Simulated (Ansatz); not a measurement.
# Na on Ag(100): change of the work function, part 4 of 5

Wanted: Δφ(θ) for Na/Ag(100), starting from the hollow site.

Ansatz 0.2.0; plane-wave DFT, PBEsol, Ansatz PAW.

So far, work function, upper face (eV): step 2 (the clean slab) 4.28; step 3 (37 atoms, coverage 0.111 ML, cell 3x3) 2.99; step 4 (17 atoms, coverage 0.25 ML, cell 2x2) 2.15; step 5 (18 atoms, coverage 0.5 ML, cell 2x2) 2.38.

**7. The slab at 0.25 ML, atoms frozen**

This step: plane-wave DFT, PBEsol, Ansatz PAW (Ansatz 0.2.0).

System of this step: Na/Ag(100). The cell holds 17 atoms: 16 Ag and 1 Na. Cell: a = 5.784 Å, b = 5.784 Å, c = 26.556 Å, α = 90.0°, β = 90.0°, γ = 90.0°. Vacuum lies along c.

To see where the charge goes, the covered slab, the bare substrate and the adsorbate layer are each run at the same frozen positions and on the same grid.

Input file input.yaml:

```yaml
crystal:
  lattice:
    - [5.7841334702, 0.0, 0.0]
    - [0.0, 5.7841334702, 0.0]
    - [0.0, 0.0, 26.5558250239]
  atoms:
    - { symbol: Ag, position: [0.25, 0.25, 0.3389086949] }
    - { symbol: Ag, position: [0.0, 0.0, 0.4159162816] }
    - { symbol: Ag, position: [0.25, 0.25, 0.4915978402] }
    - { symbol: Ag, position: [-0.0019331016, -0.0019331016, 0.5661776768] }
    - { symbol: Ag, position: [0.25, 0.75, 0.3389086949] }
    - { symbol: Ag, position: [0.0, 0.5, 0.4159162816] }
    - { symbol: Ag, position: [0.25, 0.75, 0.4913150503] }
    - { symbol: Ag, position: [-0.0019331016, 0.5019331016, 0.5661776768] }
    - { symbol: Ag, position: [0.75, 0.25, 0.3389086949] }
    - { symbol: Ag, position: [0.5, 0.0, 0.4159162816] }
    - { symbol: Ag, position: [0.75, 0.25, 0.4913150503] }
    - { symbol: Ag, position: [0.5019331016, -0.0019331016, 0.5661776768] }
    - { symbol: Ag, position: [0.75, 0.75, 0.3389086949] }
    - { symbol: Ag, position: [0.5, 0.5, 0.4159162816] }
    - { symbol: Ag, position: [0.75, 0.75, 0.4912717472] }
    - { symbol: Ag, position: [0.5019331016, 0.5019331016, 0.5661776768] }
    - { symbol: Na, position: [0.25, 0.25, 0.6482308424] }
kpoints:
  mp_grid: { grid: [5, 5, 1] }
hamiltonian:
  xc: pbesol
scf:
  occupations: { method: fermi_dirac, width: 0.1 }
  convergence: { dr2_threshold: 1.0e-08 }
efield:
  axis: 3
  dipole_correction: true
  ramp_position: 0.97
  ramp_width: 0.06
output:
  write_potential: true
  write_density: true
  volumetric_format: npy
```

On the command line:

```console
> ansatz run input.yaml --threads 4 --pin off --max-ram 12288MiB --backend cpu --events-out ev --progress --plain --runs-dir out
```

Numbers of over 12 decimals in the logs are rounded to 6 here.

Output:

```text
[...]
Crystal: 17 atoms, lattice volume = 888.457 Å³
Basis set: ecut = 420 eV, 17437 PW (Γ)
Bands: 188, of which v1, the nominal top of the filled ones, is band 157 counted from 1 (156 counted from 0)
Symmetry: 8 space group operations
[...]
k-points: 6 of 25
[...]
SCF iter   1: F=—  HF=-121827.794486 eV  |F-HF|=—  |Δ(HF+E_count)|=         —  Δρ=5.09e-3  dr2=8.31e-1  ethr=1.77e-3  p=0.355 e·Å  D=7.24e-2 V/Å  ΔV_dip=-1.92 eV  dr2_dipole=2.86e-1  V_vac-E_F(+/−)=2.30/4.23 eV  ⟨swp⟩=7.8  Hψ=4643  notcnv=0  defer=41
[...]
SCF iter  10: F=-121827.717032 eV  HF=-121827.717032 eV  |F-HF|=1.35e-9  |Δ(HF+E_count)|=   1.56e-9  Δρ=3.00e-7  dr2=9.66e-10  ethr=3.19e-12  p=0.409 e·Å  D=8.34e-2 V/Å  ΔV_dip=-2.21 eV  dr2_dipole=1.06e-10  V_vac-E_F(+/−)=2.15/4.37 eV  ⟨swp⟩=15.5  Hψ=4142  notcnv=0
SCF 1 converged in 10 iterations: F = -121827.717032 eV  dr2 = 9.66e-10
[...]
SCF converged after 10 iterations
Free energy (F): -121827.717032 eV
[...]
Internal energy: -121827.543534 eV  (E = F + TS)
E sigma→0 (E₀):  -121827.630283 eV
Entropy (-TS):   -0.173498 eV (-10.206 meV/atom)
Fermi energy:    3.252897 eV
Dipole field:    D = 0.083375 V/Å  (p = 0.409366 e·Å, saw-weighted, corrected)
Work function:   Φ+ = 2.1541 eV   Φ− = 4.3682 eV
[...]
--- Band table (eV; the first three rows and the last of 6) ---
  k-point 0: bands = [... 153 lower, 2.6617, 2.7102, 2.7143, 3.0674, 3.1607, 3.3237, 3.3237, 3.9938, ... 27 higher]
  k-point 1: bands = [... 153 lower, 2.7310, 2.9162, 2.9484, 3.3017, 3.5088, 3.6892, 4.2807, 4.8079, ... 27 higher]
  k-point 2: bands = [... 153 lower, 2.2668, 3.4345, 3.4730, 3.5324, 4.1864, 4.1882, 4.4507, 4.4859, ... 27 higher]
  k-point 5: bands = [... 153 lower, 1.4673, 1.4747, 2.3710, 2.4137, 3.2900, 3.3063, 4.2940, 4.3905, ... 27 higher]
```

Elapsed: 46 s, on 4 threads of Arm Neoverse V1, shared host; peak memory 3.4 GiB; 3 min of CPU time.

The column dr2 measures how far the density is from self-consistency, as an energy; F and HF (Harris–Foulkes) agree once it is small.

Numbers from this step:

| Quantity | Value |
| --- | --- |
| energy at zero smearing | -121827.6303 eV |
| work function, upper face | 2.154 eV |
| work function, lower face | 4.368 eV |
| dipole along the normal | 0.4094 e·Å |
| step between the vacuum levels | -2.214 eV |

The work function of the upper face is 2.15 eV.

**8. The substrate of the 0.25 ML cell alone**

System of this step: Na/Ag(100), substrate alone, atoms held. The cell holds 16 atoms: 16 Ag. Cell: a = 5.784 Å, b = 5.784 Å, c = 26.556 Å, α = 90.0°, β = 90.0°, γ = 90.0°. Vacuum lies along c.

The second part, atoms unmoved.

input.yaml: that of step 7 with these lines changed.

```diff
@@ -22,3 +22,2 @@
     - { symbol: Ag, position: [0.5019331016, 0.5019331016, 0.5661776768] }
-    - { symbol: Na, position: [0.25, 0.25, 0.6482308424] }
 kpoints:
```

Output:

```text
[...]
Crystal: 16 atoms, lattice volume = 888.457 Å³
Basis set: ecut = 420 eV, 17437 PW (Γ)
Bands: 183, of which v1, the nominal top of the filled ones, is band 152 counted from 1 (151 counted from 0)
Symmetry: 8 space group operations
[...]
k-points: 6 of 25
[...]
SCF iter   1: F=—  HF=-120351.307814 eV  |F-HF|=—  |Δ(HF+E_count)|=         —  Δρ=4.75e-3  dr2=1.87e-1  ethr=1.77e-3  p=0.003 e·Å  D=6.83e-4 V/Å  ΔV_dip=-0.02 eV  dr2_dipole=7.17e-4  V_vac-E_F(+/−)=4.30/4.32 eV  ⟨swp⟩=7.0  Hψ=4482  notcnv=0  defer=43
[...]
SCF iter   9: F=-120351.272615 eV  HF=-120351.272615 eV  |F-HF|=1.80e-9  |Δ(HF+E_count)|=   3.26e-9  Δρ=3.82e-7  dr2=1.78e-9  ethr=3.29e-12  p=0.003 e·Å  D=5.83e-4 V/Å  ΔV_dip=-0.02 eV  dr2_dipole=4.22e-12  V_vac-E_F(+/−)=4.29/4.30 eV  ⟨swp⟩=29.8  Hψ=4995  notcnv=0
SCF 1 converged in 9 iterations: F = -120351.272615 eV  dr2 = 1.78e-9
[...]
SCF converged after 9 iterations
Free energy (F): -120351.272615 eV
[...]
Internal energy: -120351.145108 eV  (E = F + TS)
E sigma→0 (E₀):  -120351.208862 eV
Entropy (-TS):   -0.127507 eV (-7.969 meV/atom)
Fermi energy:    2.341610 eV
Dipole field:    D = 0.000585 V/Å  (p = 0.002871 e·Å, saw-weighted, corrected)
Work function:   Φ+ = 4.2884 eV   Φ− = 4.3040 eV
[...]
--- Band table (eV; the first three rows and the last of 6) ---
  k-point 0: bands = [... 148 lower, 1.7855, 1.8004, 1.8036, 2.1394, 2.3730, 2.3763, 2.4075, 2.4075, ... 27 higher]
  k-point 1: bands = [... 148 lower, 0.6334, 2.0371, 2.0464, 2.4346, 2.5804, 2.7578, 2.7788, 3.9784, ... 27 higher]
  k-point 2: bands = [... 148 lower, 0.7322, 1.5853, 2.5982, 2.5996, 3.1794, 3.3276, 3.3282, 3.6919, ... 27 higher]
  k-point 5: bands = [... 148 lower, 0.0737, 0.6587, 0.6589, 1.6072, 1.6759, 2.6038, 2.6055, 3.6049, ... 27 higher]
```

It took 43 s on 4 threads; peak memory 3.2 GiB; 2.8 min of CPU time.

Numbers from this step:

* energy at zero smearing: -120351.2089 eV
* work function, upper face: 4.288 eV
* dipole along the normal: 0.002871 e·Å

The work function of the upper face is 4.29 eV.

**9. The adsorbate layer of the 0.25 ML cell alone**

System of this step: Na/Ag(100), adsorbate layer alone, atoms held. The cell holds 1 atom: 1 Na. Cell: a = 5.784 Å, b = 5.784 Å, c = 26.556 Å, α = 90.0°, β = 90.0°, γ = 90.0°. Vacuum lies along c.

The third part; a free layer of atoms may carry a moment, so spin is on.

input.yaml, the sections that differ from step 8:

```yaml
crystal:
  lattice:
    - [5.7841334702, 0.0, 0.0]
    - [0.0, 5.7841334702, 0.0]
    - [0.0, 0.0, 26.5558250239]
  atoms:
    - { symbol: Na, position: [0.25, 0.25, 0.6482308424], spin: 1.0 }
magnetization:
  spin_polarized: true
# kpoints, hamiltonian, scf, efield, output: as in step 8
```

Output:

```text
[...]
Crystal: 1 atoms, lattice volume = 888.457 Å³
Basis set: ecut = 420 eV, 17437 PW (Γ)
Bands: 9, of which v1, the nominal top of the filled ones, is band 5 counted from 1 (4 counted from 0)
Symmetry: 8 space group operations
k-points: 6 of 25
[...]
Starting moments: Σ|m| = 1 μB on 1 of 1 site
[...]
SCF iter   8: F=—  HF=-1474.849343 eV  |F-HF|=—  |Δ(HF+E_count)|=   3.19e-3  Δρ=1.35e-3 (↑1.35e-3 ↓1.35e-3)  dr2=5.14e-8  dr2_m=1.48e-2  M=0.099 μB ∫|m|=0.099 μB  β_m=0.63  ethr=9.76e-9  p=-0.000 e·Å  D=-6.18e-8 V/Å  ΔV_dip=0.00 eV  dr2_dipole=5.91e-13  V_vac-E_F(+/−)=2.84/2.84 eV  ⟨swp⟩=3.8  Hψ=240  notcnv=0
[...]
spin-set hold released at iteration 8 (site moments contracting): the magnetisation degrees of freedom join the quasi-Newton model from the next iteration; the mixer history was flushed
SCF iter   9: F=—  HF=-1474.850824 eV  |F-HF|=—  |Δ(HF+E_count)|=   1.48e-3  Δρ=5.23e-4 (↑5.23e-4 ↓5.22e-4)  dr2=6.69e-9  dr2_m=2.22e-3  M=0.089 μB ∫|m|=0.089 μB  β_m=1.20  ethr=1.11e-10  p=-0.000 e·Å  D=-2.09e-7 V/Å  ΔV_dip=0.00 eV  dr2_dipole=6.74e-15  V_vac-E_F(+/−)=2.84/2.84 eV  ⟨swp⟩=9.9  Hψ=683  notcnv=0  κ⁻¹=1.0e0(r=1)
density mixer auto → broyden: no gap read (density of states about μ 0.95 of a free-electron gas's, 30 screened modes)
SCF iter  10: F=—  HF=-1474.851624 eV  |F-HF|=—  |Δ(HF+E_count)|=   7.99e-4  Δρ=2.51e-5 (↑2.51e-5 ↓2.43e-5)  dr2=1.03e-7  dr2_m=4.96e-6  M=0.067 μB ∫|m|=0.067 μB  β_m=1.20  ethr=7.44e-11  p=-0.000 e·Å  D=-2.35e-7 V/Å  ΔV_dip=0.00 eV  dr2_dipole=4.55e-13  V_vac-E_F(+/−)=2.84/2.84 eV  ⟨swp⟩=8.7  Hψ=650  notcnv=0  κ⁻¹=1.6e-4(r=2)
[...]
SCF iter  18: F=-1474.853095 eV  HF=-1474.853095 eV  |F-HF|=1.74e-9  |Δ(HF+E_count)|=   1.74e-8  Δρ=1.46e-8 (↑1.26e-8 ↓1.46e-8)  dr2=5.33e-14  dr2_m=1.50e-12  M=-0.000 μB ∫|m|=0.000 μB  ethr=1.00e-12  p=0.000 e·Å  D=5.76e-8 V/Å  ΔV_dip=-0.00 eV  dr2_dipole=2.70e-16  V_vac-E_F(+/−)=2.84/2.84 eV  ⟨swp⟩=3.8  Hψ=367  notcnv=0
SCF 1 converged in 18 iterations: F = -1474.853095 eV  dr2 = 5.33e-14
[...]
WARN: the starting moments were not kept: the SCF closed with an absolute magnetisation of 5.1e-6 μB, where they sum to 1 μB in size (1 site). That is at most 0.1 of that sum. Measured as dr2_m measures the in/out step, that magnetisation stands 1.0e-11 eV from none, at or under the dr2_threshold of 1.0e-8 eV: it is no larger than a step whose dr2_m would equal this threshold. The system may hold no moment; this SCF  [...]
[...]
this state was not tested for a lower state beside it, because the mixer in use, unlike msr1, does not test its closes by its own steps (another_mixer; see scf.mixing.algorithm and scf.lower_state_search)
SCF converged after 18 iterations
Magnetization: -0.0000 μB (4.5000 up, 4.5000 down)
Absolute magnetization: 0.0000 μB (∫|ρ↑−ρ↓|, with the PAW one-centre terms)
[...]
Per-site moments (μB) at R_I (Å): [(-1.5835648738075603e-6, 2.385955)]
Free energy (F): -1474.853095 eV
[...]
Internal energy: -1474.790105 eV  (E = F + TS)
E sigma→0 (E₀):  -1474.821600 eV
Entropy (-TS):   -0.062990 eV (-62.990 meV/atom)
Fermi energy:    -2.583388 eV
Dipole field:    D = 0.000000 V/Å  (p = 0.000000 e·Å, saw-weighted, corrected)
Work function:   Φ+ = 2.8377 eV   Φ− = 2.8377 eV
[...]
--- Band table (eV; the first three rows and the last of 12) ---
[...]
```

Wall time 6.6 s (4 threads); peak memory 0.88 GiB.

This step gave:

```
energy at zero smearing   : -1474.8216 eV
work function, upper face : 2.838 eV
dipole along the normal   : 2.31e-7 e·Å
```

At this spacing and smearing the free layer keeps no moment.

**10. Density difference at 0.25 ML**

This step: plane-wave DFT, PBEsol, Ansatz PAW; density difference on adsorption (Ansatz 0.2.0).

The densities of the parts are taken from that of the whole and averaged over planes; the first moment of what is left gives the step in the potential.

This step gave:

```
largest charge moved                 : 0.006422 e/Å²
potential step from the moved charge : -2.201 eV
```

Planar mean, whole system less its parts. Electron density difference against z:

z (Å), electron density difference (e/Å³) and a bar from the least value:
```
      4.5    0.00000 ########
      5.0    0.00000 ########
      5.5    0.00001 ########
      6.0    0.00002 ########
      6.5    0.00005 ########
      7.0    0.00012 #########
      7.5    0.00017 #########
      8.0    0.00006 #########
      8.5   -0.00015 ########
      9.0   -0.00031 ########
      9.5   -0.00007 ########
     10.0    0.00005 ########
     10.5    0.00009 #########
     11.0    0.00005 ########
     11.5   -0.00007 ########
     12.0   -0.00014 ########
     12.5   -0.00019 ########
     13.0    0.00048 ##########
     13.5    0.00037 #########
     14.0   -0.00053 #######
     14.5   -0.00233 ###
     15.0   -0.00195 ###
     15.5    0.00011 #########
     16.0    0.00867 ##############################
     16.5    0.00669 #########################
     17.0    0.00160 ############
     17.5   -0.00157 ####
     18.0   -0.00321 
     18.5   -0.00335 
     19.0   -0.00235 ##
     19.5   -0.00133 #####
     20.0   -0.00065 #######
     20.5   -0.00029 ########
     21.0   -0.00013 ########
     21.5   -0.00005 ########
     22.0   -0.00002 ########
     22.5   -0.00001 ########
     23.0    0.00000 ########
     23.5    0.00000 ########
     24.0    0.00000 ########
```

Planar mean, whole system less its parts. Table of electrons moved below z by z:

```
z (Å)  electrons moved below z (e/Å²)
    4                          8.2e-8
    5                          1.2e-6
    6                          1.1e-5
    7                          7.7e-5
    8                          2.2e-4
    9                          5.0e-5
   10                         -2.7e-5
   11                          4.6e-5
   12                         -3.3e-5
   13                         -7.0e-5
   14                          1.7e-4
   15                        -0.00189
   16                          6.7e-4
   17                         0.00634
   18                         0.00471
   19                         0.00161
   20                          3.5e-4
   21                          6.0e-5
   22                          8.8e-6
   23                          6.5e-7
   24                         -5.0e-7
   25                         -6.5e-7
   26                         -6.7e-7
```

(Part 4 of 5 ends here.)

[Logs are printed without paths, hosts, clocks, repeated set-up lines and the standing remarks that a program may print on its own settings, such as how far it seeks lower states.]

[Hosts, paths, dates, database ids (printed as entryN), source tags and the programs' standing remarks are cut or masked in the printed files.]

[Maps of the electrostatic potential energy from Ansatz leave out the sawtooth potential of an applied field or a dipole correction, so their vacuum need not be flat; planar profiles and work functions include it.]
